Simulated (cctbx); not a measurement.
# Symmetry from intensities

Cell: a = 5.7680 Å, b = 5.7680 Å, c = 8.0350 Å, α = 90.00°, β = 90.00°, γ = 90.00°. Expected content of the cell: Ba4 Ni2 Cr2 O12.

The data are simulated with cctbx, not measured: Mo Kα, λ = 0.71073 Å, to d = 0.84 Å, 50 % of the full sphere, strongest reflection 20000 counts, noise from counting, a 2 % proportional error and a noise floor of 2 counts (s.d.); no absorption.

Tests on the unmerged data give:

```text
943 reflections to d = 0.841 A
centring   violations  <I/sigma> of those
    A        149 of   466      8.2
    B        158 of   459      8.5
    C        101 of   483      2.0
    I          0 of   468      0.1
    R        211 of   642      8.8
    F        204 of   704      6.2
Laue class    unique    Rint  (classes that these axes allow; Friedel mates merged)
I 1 2/m 1         237   0.029
I 1 1 2/m         231   0.019
I 2/m 1 1         233   0.028
I m m m           148   0.029
I 4/m             126   0.020
I 4/m m m          85   0.030
space group    extra absences  I>4sigma  <I/sigma>
I 4 2 2                 0          0         -  acentric
I 4 m m                 0          0         -  acentric
I -4 m 2                0          0         -  acentric
I -4 2 m                0          0         -  acentric
I 4/m m m               0          0         -  centric
Wilson B = 0.96 A^2   <|E^2-1|> = 0.897 (0.968 centric, 0.736 acentric)   E^2>4: 0.0 %
shell (A)         n   <I/sigma>
 4.69 - 1.60     16     40.5
 1.60 - 1.27     14     34.3
 1.27 - 1.12     13     34.7
 1.12 - 1.02      9     24.9
 1.02 - 0.94     11     43.6
 0.94 - 0.89     13     31.2
 0.89 - 0.84      9     20.1
```

Q: Read the symmetry from these tables.

The reflections that I centring forbids are absent (⟨I/σ⟩ near 0), so the lattice is I.

Rint stays low (0.019 to 0.030) up to I 4/m m m, the highest class in these axes.

5 settings pass the absence test. No glide or screw absences show, which leaves I 4 2 2, I 4 m m, I -4 m 2, I -4 2 m and I 4/m m m.

⟨|E²−1|⟩ = 0.897 leans to a centrosymmetric structure. The Wilson B of 0.96 Å² means U ≈ 0.0122 Å².

The true group is I4/m (no. 87), Laue class 4/m, centrosymmetric. It isn't in the list: pseudo-symmetry or weak reflections misled the tests.

The model was made for the exercise: a known structure type with other elements put in, its volume estimated, not relaxed; displacement parameters are assumed.

[Logs are printed without paths, hosts, clocks, repeated set-up lines and the standing remarks that a program may print on its own settings, such as how far it seeks lower states.]
